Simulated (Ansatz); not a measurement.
# Sb2Au (Fm-3m): Grüneisen parameters, part 2 of 2

Wanted: mode Grüneisen parameters of Sb2Au (Fm-3m).

Ansatz 0.2.0; DFT PBEsol, scalar-relativistic, plane waves, PAW; PAW set soft_1.

So far, highest frequency on the path or at a solved wavevector (cm⁻¹): step 2 (response at finite wavevector) 138; step 4 (phonons at the other volume, volume ratio 0.97) 147.

## (5) Relaxing at another volume, volume ratio 1.03

The volume is scaled by 1.03 and held; symmetry leaves nothing to relax, so this is a single point. The modes can then be followed against volume.

File input.yaml:

```yaml
crystal:
  lattice:
    - [0.0, 3.4207171448, 3.4207171448]
    - [3.4207171448, 0.0, 3.4207171448]
    - [3.4207171448, 3.4207171448, 0.0]
  atoms:
    - { symbol: Sb, position: [0.25, 0.25, 0.25] }
    - { symbol: Sb, position: [0.75, 0.75, 0.75] }
    - { symbol: Au, position: [0.0, 0.0, 0.0] }
kpoints:
  mp_grid: { grid: [12, 12, 12] }
hamiltonian:
  xc: pbesol
  pseudopotentials: { kind: paw, azcp: { folder: soft_1 }, xc_functional: pbe }
scf:
  occupations: { method: methfessel_paxton, width: 0.2 }
output:
  forces: true
  stress: true
  eigenvalues: true
```

Run with:

```console
> ansatz run input.yaml --threads 4 --pin off --max-ram 10240MiB --backend cpu --events-out ev --progress --plain --runs-dir out
```

Numbers of over 12 decimals in the logs are rounded to 6 here.

The program printed:

```text
[...]
Crystal: 3 atoms, lattice volume = 80.054 Å³
Basis set: ecut = 420 eV, 1471 PW (Γ), exchange–correlation on 72×72×72 points (8 copies of the dense FFT grid, shifted against one another)
Bands: 30, of which v1, the nominal top of the filled ones, is band 25 counted from 1 (24 counted from 0)
Symmetry: 48 space group operations
[...]
k-points: 72 of 1728
[...]
k-point 0: bands = [... 21 lower, 11.8755, 11.8755, 11.8755, 12.7505, 12.7505, 12.7505, 13.3056, 14.9026, ... 1 higher]
  k-point 1: bands = [... 21 lower, 11.1708, 11.6941, 11.6941, 12.3823, 12.7661, 12.7661, 14.0635, 15.0584, ... 1 higher]
  k-point 2: bands = [... 21 lower, 10.0494, 11.3006, 11.3006, 12.0887, 12.7204, 12.7204, 14.3935, 15.5107, ... 1 higher]
  k-point 71: bands = [... 21 lower, 7.3816, 8.4680, 11.4999, 11.4999, 14.1798, 15.1479, 16.0222, 16.1276, ... 1 higher]
[key lines of the parts left out:]
SCF converged after 8 iterations
Free energy (F): -25824.968479 eV
Fermi energy:    12.149026 eV
P = ⅓ Tr σ = -2.2891 GPa (-22.891 kbar)
```

Elapsed: 3.1 s, on 4 threads of Arm Neoverse V2, shared host; peak memory 0.45 GiB.

This step gave:

```
pressure        : -2.289 GPa
volume per atom : 26.68 Å³
```

The run ends at a pressure of -2.29 GPa.

## (6) Phonons at the other volume, volume ratio 1.03

The phonons are repeated at this volume on the same k and q meshes.

input.yaml: that of step 5 with these lines changed.

```diff
@@ -17,4 +17,11 @@
 output:
-  forces: true
-  stress: true
   eigenvalues: true
+phonons:
+  method: dfpt
+  qmesh: [4, 4, 4]
+  temperatures: { t_max: 1000, t_step: 50 }
+  qpath:
+    path:
+      - [[0.0, 0.0, 0.0], [0.5, 0.0, 0.5], [0.625, 0.25, 0.625]]
+      - [[0.375, 0.375, 0.75], [0.0, 0.0, 0.0], [0.5, 0.5, 0.5], [0.5, 0.25, 0.75], [0.5, 0.0, 0.5]]
+    npoints: 10
```

The program printed:

```text
[...]
Crystal: 3 atoms, lattice volume = 80.054 Å³
Basis set: ecut = 420 eV, 1471 PW (Γ), exchange–correlation on 72×72×72 points (8 copies of the dense FFT grid, shifted against one another)
Bands: 30, of which v1, the nominal top of the filled ones, is band 25 counted from 1 (24 counted from 0)
Symmetry: 48 space group operations
k-points: 72 of 1728
[...]
k-point 71: bands = [... 21 lower, 7.3815, 8.4680, 11.4999, 11.4999, 14.1798, 15.1479, 16.0222, 16.1276, ... 1 higher]
[...]
ASR residual: 5.969e-5 → 0.000e0 eV/Å²; symmetrization residual: 1.924e-5 eV/Å²
  ASR residual per site (eV/Å²): 5.97e-5 5.97e-5 1.09e-5
  Γ frequencies (cm⁻¹): 0.00 0.00 0.00 77.38 77.38 77.38 98.92 98.92 98.92
--- Phonons (arbitrary-q DFPT): 8 irreducible q on the 4×4×4 mesh ---
[...]
interpolated dispersion: 62 rows × 9 modes
[...]
[key lines of the parts left out:]
SCF converged after 10 iterations
Free energy (F): -25824.968479 eV
Fermi energy:    12.149016 eV
```

Run time: 26 min. Hardware: 4 threads; peak memory 7.2 GiB; 1.7 h of CPU time.

Numbers from this step:

* sum-rule residual before enforcement: 5.97e-5 eV/Å²
* highest frequency on the path or at a solved wavevector: 130.2 cm⁻¹
* mean frequency: 72.6 cm⁻¹
* Debye temperature (second moment): 145 K
* logarithmic mean frequency: 65.7 cm⁻¹
* highest optical mode at the zone centre (no LO-TO term): 98.92 cm⁻¹
* lowest optical zone-centre mode: 77.38 cm⁻¹
* lowest mode on the q mesh (acoustic modes at Γ apart): 17.54 cm⁻¹
* zero-point energy per atom: 13.51 meV
* heat capacity at 300 K: 24.65 J/(mol atoms K)
* vibrational entropy at 300 K: 53.90 J/(mol atoms K)

The highest optical mode at the zone centre (no LO-TO term) is 98.9 cm⁻¹, -7.3 cm⁻¹ against the base run.

## (7) Grüneisen parameters

The Grüneisen parameter of a mode is minus the logarithmic change of its frequency with volume, −d ln ω / d ln V; weighted by heat capacity it gives the expansion.

This step gave:

```yaml
bulk_modulus: 83.7 GPa
```

The phonon branches at the labelled points (cm⁻¹):

```csv
point,branch 1,branch 2,branch 3,branch 4,branch 5,branch 6,branch 7,branch 8,branch 9
Γ,0,0,0,85,85,85,106,106,106
halfway,18,18,62,73,73,95,103,103,107
X,48,48,59,59,68,71,111,111,138
halfway,47,48,51,63,70,78,113,113,135
U,43,45,46,69,72,92,114,116,128
jump to K,43,45,46,69,72,92,114,116,128
halfway,23,25,60,75,86,91,99,111,113
Γ,0,0,0,85,85,85,106,106,106
halfway,23,23,53,84,87,87,99,99,116
L,38,38,49,84,84,106,106,107,113
halfway,37,40,46,76,79,105,106,116,118
W,45,45,45,66,70,104,104,121,129
halfway,46,47,50,62,70,85,112,117,133
X,48,48,59,59,68,71,111,111,138
```

The same for volume x 0.97:

```csv
point,branch 1,branch 2,branch 3,branch 4,branch 5,branch 6,branch 7,branch 8,branch 9
Γ,0,0,0,93,93,93,114,114,114
X,51,51,63,63,74,74,122,122,147
U,45,46,48,72,77,100,124,125,138
K,45,46,48,72,77,100,124,125,138
Γ,0,0,0,93,93,93,114,114,114
L,39,39,52,91,91,115,115,115,119
W,47,47,47,70,73,113,113,130,139
X,51,51,63,63,74,74,122,122,147
```

The same for volume x 1.03:

```csv
point,branch 1,branch 2,branch 3,branch 4,branch 5,branch 6,branch 7,branch 8,branch 9
Γ,0,0,0,77,77,77,99,99,99
X,46,46,54,54,62,68,100,100,130
U,41,43,44,65,67,85,104,107,119
K,41,43,44,65,67,85,104,107,119
Γ,0,0,0,77,77,77,99,99,99
L,38,38,46,77,77,98,98,99,107
W,42,42,43,62,66,96,96,112,119
X,46,46,54,54,62,68,100,100,130
```

The first set of phonon branches as a text plot (rows in cm⁻¹):

```
    144 |
    138 |           ****                                       **
    132 |         **    **                                 ****
    126 |                 **                            ***
    120 |        *          ****             ***     *********
    113 |       *   ********   **          **   *******      ****
    107 |***   *****        ***  **********    **************
    101 |  *****           * ****   *    ****** *          *
     95 |   *  *          *    * ***           *            *
     89 | **    *        *   **** ****   ******              *
     83 |****    *      *   *    ************ ********        *
     77 |    **   **   *   *    **                   ****
     71 |      *****************                       **********
     64 |      * ***   **                                *****
     58 |           ***        **                             ***
     52 |    **        *    ***  *          ******            *
     46 |           ********      **       *      ***************
     40 |   *     **      ***             *     *********
     34 |        *          ****    *         **     *
     28 |  *    *            ****        *   *
     21 |      *                **          *
     15 | *  **                   ** *  * **
      9 |  **                       *    *
      3 |**                          ****
         Γ           X  U|K            Γ         L        W     X
```

Mode Grueneisen parameter -dln(w)/dln(V), modes matched by rank; at Γ the acoustic branches take the value of a neighbouring point of the path. Mode grüneisen parameters along the path, in :

```csv
point,branch 1,branch 2,branch 3,branch 4,branch 5,branch 6,branch 7,branch 8,branch 9
Γ,1.81,1.81,1.87,3.13,3.13,3.13,2.35,2.35,2.35
halfway,1.37,1.37,2.27,2.70,2.70,1.97,3.25,3.25,2.55
X,1.55,1.55,2.44,2.44,2.89,1.60,3.32,3.32,2.04
halfway,1.51,1.47,2.18,2.34,1.74,2.70,3.19,3.08,2.15
U,1.60,1.38,1.49,1.80,2.22,2.58,2.99,2.68,2.38
jump to K,1.60,1.38,1.49,1.80,2.22,2.58,2.99,2.68,2.38
halfway,-0.07,0.46,2.24,2.52,2.74,2.66,2.89,2.49,2.65
Γ,0.31,1.79,2.06,3.13,3.13,3.13,2.35,2.35,2.35
halfway,0.95,0.95,2.19,2.42,2.76,2.76,2.94,2.94,2.44
L,0.61,0.61,2.13,2.65,2.65,2.78,2.78,2.49,1.83
halfway,0.76,1.08,1.86,2.08,2.21,2.76,2.69,2.76,2.26
W,1.53,1.53,1.67,1.91,1.73,2.76,2.76,2.42,2.57
halfway,1.40,1.57,2.12,2.19,1.63,2.76,3.08,2.89,2.24
X,1.55,1.55,2.44,2.44,2.89,1.60,3.32,3.32,2.04
```

The mode Grüneisen parameters as a text plot (rows in , shown from 0.3 to 3.3 only):

```
   3.26 |      **   ***                                        **
   3.13 |**            **            ****                     *
   3.01 | ** **          **         **   *                   **
   2.88 |  **       **  *  *********     *******    **      *
   2.75 |   ****  **   * *      *****     * *** *************** *
   2.63 |  **   **      *** *********     *    ************ *
   2.50 |   *  ***** **    **********    *****   ****      *   *
   2.38 |***        * ** ** ****     ****   **       * **** ** **
   2.25 |    *** *      *****  ******   *   *****   * *       *
   2.12 |   ***   *** **     **          ***   *********     ***
   2.00 |  *   *     ** *   *        ***        *  *** **   ** **
   1.87 |***    *          **                    **   *  ****
   1.75 |        *     ****          ***               ******   *
   1.62 |   *     *****   **                             *******
   1.49 |        **********                              **   ***
   1.37 |    ****       ***         *                   *  ****
   1.24 |                  *                           *
   1.12 |                  *                          * *
   0.99 |                   *             ***        *
   0.86 |                    **              *      *  *
   0.74 |                   *     **    **    **   *  *
   0.61 |                      *                ******
   0.49 |                       *
   0.36 |                        *   ***
         Γ           X  U|K            Γ         L        W     X
```

(dS/dlnV)/C_V. Thermodynamic Grueneisen parameter against temperature:

```csv
temperature (K),thermodynamic Grueneisen parameter
50,1.96
100,2.09
150,2.12
200,2.12
250,2.13
300,2.13
350,2.13
400,2.13
450,2.13
500,2.13
550,2.13
600,2.13
650,2.13
700,2.13
750,2.13
800,2.13
850,2.13
900,2.13
950,2.13
1000,2.13
```

Gamma C_V/(B V) at the static volume. Volume expansion against temperature:

```csv
temperature (K),volume expansion (1e-6/K)
50,24.7
100,35.5
150,38.3
200,39.4
250,39.9
300,40.1
350,40.3
400,40.4
450,40.5
500,40.6
550,40.6
600,40.6
650,40.6
700,40.7
750,40.7
800,40.7
850,40.7
900,40.7
950,40.7
1000,40.7
```

## (8) What came out

| Item | Value |
| --- | --- |
| bulk modulus | 83.7 GPa |
| thermodynamic Grüneisen parameter at 300 K | 2.131 |
| volume expansion at 300 K, estimated | 40.15 × 10⁻⁶ K⁻¹ |

**Reading.** By this estimate the volume grows by 40.1 × 10⁻⁶ per kelvin at 300 K. The highest optical mode at Γ goes from 114 to 99 cm⁻¹ as the cell grows, a Grüneisen parameter of 2.34. Mode parameters on the path run from -0.07 to 3.3, with a median of 2.4. Branches are matched by rank, so values near crossings are rough. The expansion is the Grüneisen estimate at the static volume, with the static bulk modulus. With no gap, or one that is small against the smearing, the frequencies hang on the k mesh and the smearing, most of all near Kohn anomalies. The phonon runs are without spin polarisation, although the cell has an odd electron count. Spin-orbit coupling is left out, which can matter for the heavy elements here. The PAW files were made for PBE and serve the other functionals too. A phonon run warned that its eigensolver left some bands unconverged in a pass.

[Logs are printed without paths, hosts, clocks, repeated set-up lines and the standing remarks that a program may print on its own settings, such as how far it seeks lower states.]

[Hosts, paths, dates, database ids (printed as entryN), source tags and the programs' standing remarks are cut or masked in the printed files.]
